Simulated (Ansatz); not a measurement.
# Phonon-limited resistivity of Rh-Ir-Rh stack of (111) layers, part 3 of 6

Wanted: the electron–phonon coupling λ, α²F(ω) and the phonon-limited resistivity of Rh-Ir-Rh stack of (111) layers, on meshes from cheap to dear.

Ansatz 0.2.0; DFT PBEsol, scalar-relativistic, plane waves, PAW; PAW set soft_1.

So far. Step 5 (Phonons by linear response: q 2×2×1, k 8×8×1): Among the solved wavevectors the lowest mode, translations apart, is 79.9 cm⁻¹, so these are real on this k mesh.

## 6. Electron–phonon run: q 3×3×1, k 9×9×1, scattering 18×18×1

Phonons, couplings and the Boltzmann equation in one run.

Input file input.yaml:

```yaml
crystal:
  lattice:
    - [2.6571336152, 2.8249e-06, 0.0]
    - [-1.328569254, 2.3011437996, 0.0]
    - [0.0, 0.0, 32.6681001532]
  atoms:
    - { symbol: Rh, position: [0.0, 0.0, 0.1703828301] }
    - { symbol: Ir, position: [0.3333333333, 0.6666666667, 0.2362250931] }
    - { symbol: Rh, position: [0.6666666667, 0.3333333333, 0.3020673561] }
  periodic: [true, true, false]
kpoints:
  mp_grid: { grid: [9, 9, 1] }
hamiltonian:
  xc: pbesol
  pseudopotentials: { kind: paw, azcp: { folder: soft_1 }, xc_functional: pbe }
scf:
  occupations: { method: methfessel_paxton, width: 0.2 }
output:
  eigenvalues: true
phonons:
  method: dfpt
  qmesh: [3, 3, 1]
  temperatures: { t_max: 1000, t_step: 50 }
  qpath:
    path:
      - [0.0, 0.0, 0.0]
      - [0.5, 0.0, 0.0]
      - [0.33333333, 0.33333333, 0.0]
      - [0.0, 0.0, 0.0]
    npoints: 10
  electrical_resistivity:
    mesh: [18, 18, 1]
    temperatures: [20.0, 50.0, 77.0, 100.0, 150.0, 200.0, 300.0, 400.0, 600.0, 800.0]
```

Command:

```bash
> ansatz run input.yaml --threads 8 --pin off --max-ram 20480MiB --backend cpu --events-out ev --progress --plain --runs-dir out
```

Numbers of over 12 decimals in the logs are rounded to 6 here.

What it wrote:

```text
[...]
Crystal: 3 atoms, lattice volume = 199.747 Å³
Basis set: ecut = 420 eV, 3967 PW (Γ), exchange–correlation on 36×36×450 points (8 copies of the dense FFT grid, shifted against one another)
Bands: 31, of which v1, the nominal top of the filled ones, is band 26 counted from 1 (25 counted from 0)
Symmetry: 12 space group operations
k-points: 12 of 81 (irreducible under 6 space group operations, time reversal used)
[...]
SCF iter   1: F=—  HF=-24477.868200 eV  |F-HF|=—  |Δ(HF+E_count)|=         —  Δρ=5.67e-2  dr2=1.56e1  ethr=3.10e-3  ⟨swp⟩=16.1  Hψ=6731  notcnv=0  defer=12
[...]
SCF iter  13: F=-24476.187177 eV  HF=-24476.187177 eV  |F-HF|=1.46e-11  |Δ(HF+E_count)|=   2.52e-9  S|Δr|=    0.00e0  Δρ=4.95e-8  dr2=5.35e-12  ethr=1.00e-12  ⟨swp⟩=26.4  Hψ=4722  notcnv=0
SCF 1 converged in 13 iterations: F = -24476.187177 eV  dr2 = 5.35e-12
[...]
Bands: 36, of which v1, the nominal top of the filled ones, is band 26 counted from 1 (25 counted from 0)
k-points: 12 of 81
SCF iter   1: F=—  HF=-24477.868200 eV  |F-HF|=—  |Δ(HF+E_count)|=         —  Δρ=5.67e-2  dr2=1.56e1  ethr=3.10e-3  ⟨swp⟩=16.1  Hψ=3819  notcnv=0  defer=12
[...]
SCF iter  13: F=-24476.187177 eV  HF=-24476.187177 eV  |F-HF|=1.46e-11  |Δ(HF+E_count)|=   2.52e-9  S|Δr|=    0.00e0  Δρ=4.99e-8  dr2=5.35e-12  ethr=1.00e-12  ⟨swp⟩=3.8  Hψ=1747  notcnv=0
SCF 2 converged in 13 iterations: F = -24476.187177 eV  dr2 = 5.35e-12
[...]
SCF converged after 13 iterations
[...]
Free energy (F): -24476.187177 eV
[...]
Internal energy: -24476.199247 eV  (E = F + TS)
E sigma→0 (E₀):  -24476.190195 eV
Entropy (-TS):   0.012069 eV (4.023 meV/atom)
Fermi energy:    -5.190962 eV
[...]
--- Band table (eV; the first three rows and the last of 12) ---
  k-point 0: bands = [... 22 lower, -7.8028, -6.1986, -6.1986, -5.8640, -5.7051, -5.7051, -4.6219, -4.6219, ... 6 higher]
  k-point 1: bands = [... 22 lower, -7.4653, -6.8751, -6.4201, -6.3807, -5.7802, -5.6699, -4.5844, -4.5084, ... 6 higher]
  k-point 2: bands = [... 22 lower, -7.4599, -6.9696, -6.5412, -6.2652, -5.6516, -5.4518, -4.5256, -3.1530, ... 6 higher]
  k-point 11: bands = [... 22 lower, -6.5514, -6.5514, -5.2373, -5.2373, -4.6288, 0.8510, 2.2759, 2.2759, ... 6 higher]
  ° read free of the cell's end (the report's vacuum.weakly_bound_levels)
[...]
ASR residual: 6.600e-5 → 0.000e0 eV/Å²; symmetrization residual: 9.500e-7 eV/Å²
[...]
ASR residual per site (eV/Å²): 1.52e-5 6.60e-5 1.53e-5
  Γ frequencies (cm⁻¹): 0.00 0.00 0.00 88.11 88.11 134.76 134.76 176.16 233.24
--- Phonons (arbitrary-q DFPT): 3 irreducible q on the 3×3×1 mesh ---
[...]
interpolated dispersion: 31 rows × 9 modes
[...]
--- Electrical resistivity: potentials and phonons of a 3×3×1 supercell ---
  scattering by harmonic phonons alone, with no dipole-dipole term; scattering by other electrons, impurities, surfaces and spin disorder is left out, and so is spin–orbit coupling
  the resistivity is that of a variational response, whose dependence on the energy is improved iteratively
  tensors lie in the sheet's plane, the Hall coefficient along its normal; that, the resistivity and the plasma energy are of the whole cell, vacuum included; the cell is 32.668 Å high
  at the Fermi level of each mesh (of a tensor half of its trace):
           mesh   spin    states/(eV spin)  plasma energy (eV)         λ      λ_tr    ħω_log (meV)
        18×18×1                     2.1062              4.0842    0.3706    0.4397          17.765
          9×9×1                     2.0124              3.9596    0.3684    0.4782          18.299
  resistivity on the deck's mesh, µΩ·cm:
     T (K)       trace/2  mesh converged            xx            yy            zz    lowest order   relaxation time
     20.00     1.5295e-2             yes     1.5295e-2     1.5295e-2      0.0000e0       3.3270e-2         1.9680e-2
     50.00      1.0333e0              no      1.0333e0      1.0333e0      0.0000e0        1.4890e0          1.0320e0
     77.00      3.6467e0              no      3.6467e0      3.6467e0      0.0000e0        4.3790e0          3.5189e0
    100.00      6.4110e0              no      6.4110e0      6.4110e0      0.0000e0        7.1801e0          6.1235e0
    150.00      1.2469e1              no      1.2469e1      1.2469e1      0.0000e0        1.3272e1          1.1853e1
    200.00      1.8203e1              no      1.8203e1      1.8203e1      0.0000e0        1.9139e1          1.7302e1
    300.00      2.9073e1              no      2.9073e1      2.9073e1      0.0000e0        3.0415e1          2.7661e1
    400.00      3.9608e1              no      3.9608e1      3.9608e1      0.0000e0        4.1420e1          3.7733e1
    600.00      6.0585e1              no      6.0585e1      6.0585e1      0.0000e0        6.3440e1          5.7873e1
    800.00      8.2001e1              no      8.2001e1      8.2001e1      0.0000e0        8.6043e1          7.8514e1
  sheet resistance at 20 K: 0.04682 Ω
  mean free path at 20 K (of a tensor half of its trace): 13260 nm by what each carries, 9784 by the Fermi surface alone
  sheet resistance at 50 K: 3.163 Ω
[...]
Hall coefficient in a weak field at 50 K (along the normal): 1.722e-10 m³/C (as a tensor it moves by 2.1 % between the two finest meshes); by each state's relaxation time: 1.505e-10 m³/C; by a constant relaxation time: 2.298e-10 m³/C
  sheet resistance at 77 K: 11.16 Ω
[...]
sheet resistance at 100 K: 19.62 Ω
[...]
sheet resistance at 150 K: 38.17 Ω
[...]
sheet resistance at 200 K: 55.72 Ω
[...]
sheet resistance at 300 K: 89.00 Ω
[...]
sheet resistance at 400 K: 121.2 Ω
[...]
sheet resistance at 600 K: 185.5 Ω
[...]
sheet resistance at 800 K: 251.0 Ω
[...]
the resistivity times a path that all electrons share, by the Fermi surface of the deck's mesh alone (half of the trace): 1.496e-15 Ω·m²
  not converged in the mesh (λ_tr; the resistivity at 50 K by 5.73 %; the resistivity at 77 K by 8.74 %; the resistivity at 100 K by 10.10 %; the resistivity at 150 K by 11.18 %; the resistivity at 200 K by 11.42 %; the resistivity at 300 K by 11.51 %; the resistivity at 400 K by 11.61 %; the resistivity at 600 K by 11.56 %; the resistivity at 800 K by 11.16 %): between neighbouring meshes, the two finest first, λ mo [...]
  vibrations of 9 cells: unjudged by the run; compare a larger repeat
  the changes of the potential over all sites missed a rigid shift's by 0.29 % (the site terms' by 0.00 %)
  at the force constants' own smearing the fine mesh and the k-points of their solves give squared frequencies that differ by 10.2 % of the larger at the most, at (0.3333, 0.3333, 0)
```

Run time: 2.6 min. Hardware: 8 threads of Arm Neoverse V2, shared host; peak memory 2.7 GiB; 19 min of CPU time.

Numbers from this step:

```
zero point energy                                 : 0.08901 eV/cell
highest frequency, solved or plainly interpolated : 236.6 cm⁻¹
cell height                                       : 32.67 Å
sheet resistance 300K                             : 89 Ω/square, mean in the plane
resistivity at 300 K                              : 29.07 μΩ cm, mean of the axes, of the whole cell with its vacuum
coupling constant λ                               : 0.3706
density of states at the Fermi level              : 2.106 states/eV a spin and cell
log mean phonon energy ħω_log                     : 17.76 meV
transport coupling constant λ_tr                  : 0.4397, 0.4397, 0 (xx, yy, zz)
Drude plasma energy                               : 4.084, 4.084, 0 eV (xx, yy, zz), of the whole cell with its vacuum
second-moment phonon energy ħω₂                   : 19.31 meV, from the broadened α²F curve
```

The Eliashberg function α²F has structure finer than the step of the table below, so its rows give means over 1 meV, whole bins alone (the curve runs from 0.113 to 28.9 meV). Peaks (meV: height): α²F 12.4: 0.513, 18.9: 0.616, 21.0: 0.581, 23.7: 0.300, 24.4: 0.334, 26.2: 0.332, 26.6: 0.331; α²F tr 12.4: 0.537, 18.9: 0.849, 21.0: 0.649, 23.7: 0.384, 24.4: 0.413, 26.6: 0.429.

The Eliashberg function α²F by phonon energy; means over each step:

```
phonon energy (meV)      α²F   α²F tr
                  1   3.8e-5        0
                  2   2.7e-4   9.2e-5
                  3   7.0e-4   2.7e-4
                  4  0.00150   6.8e-4
                  5  0.00246  0.00130
                  6  0.00428  0.00242
                  7  0.00657  0.00426
                  8  0.00962  0.00738
                  9   0.0142   0.0128
                 10   0.0226   0.0236
                 11   0.0579   0.0610
                 12    0.210    0.233
                 13    0.171    0.205
                 14   0.0734   0.0932
                 15   0.0629   0.0694
                 16   0.0891    0.102
                 17    0.151    0.163
                 18    0.230    0.275
                 19    0.429    0.564
                 20    0.290    0.368
                 21    0.364    0.410
                 22    0.114    0.132
                 23    0.178    0.218
                 24    0.245    0.318
                 25    0.179    0.239
                 26    0.232    0.278
                 27    0.194    0.231
                 28   0.0890    0.117
```

By its own test the run is not converged in the mesh. λ = 0.371 and 89 Ω per square at 300 K. The run's own test puts 12 % between its two finest meshes on the component of the resistivity at 300 K that moves most, so it is not converged.

[end of part 3 of 6]

[Logs are printed without paths, hosts, clocks, repeated set-up lines and the standing remarks that a program may print on its own settings, such as how far it seeks lower states.]

[Hosts, paths, dates, database ids (printed as entryN), source tags and the programs' standing remarks are cut or masked in the printed files.]
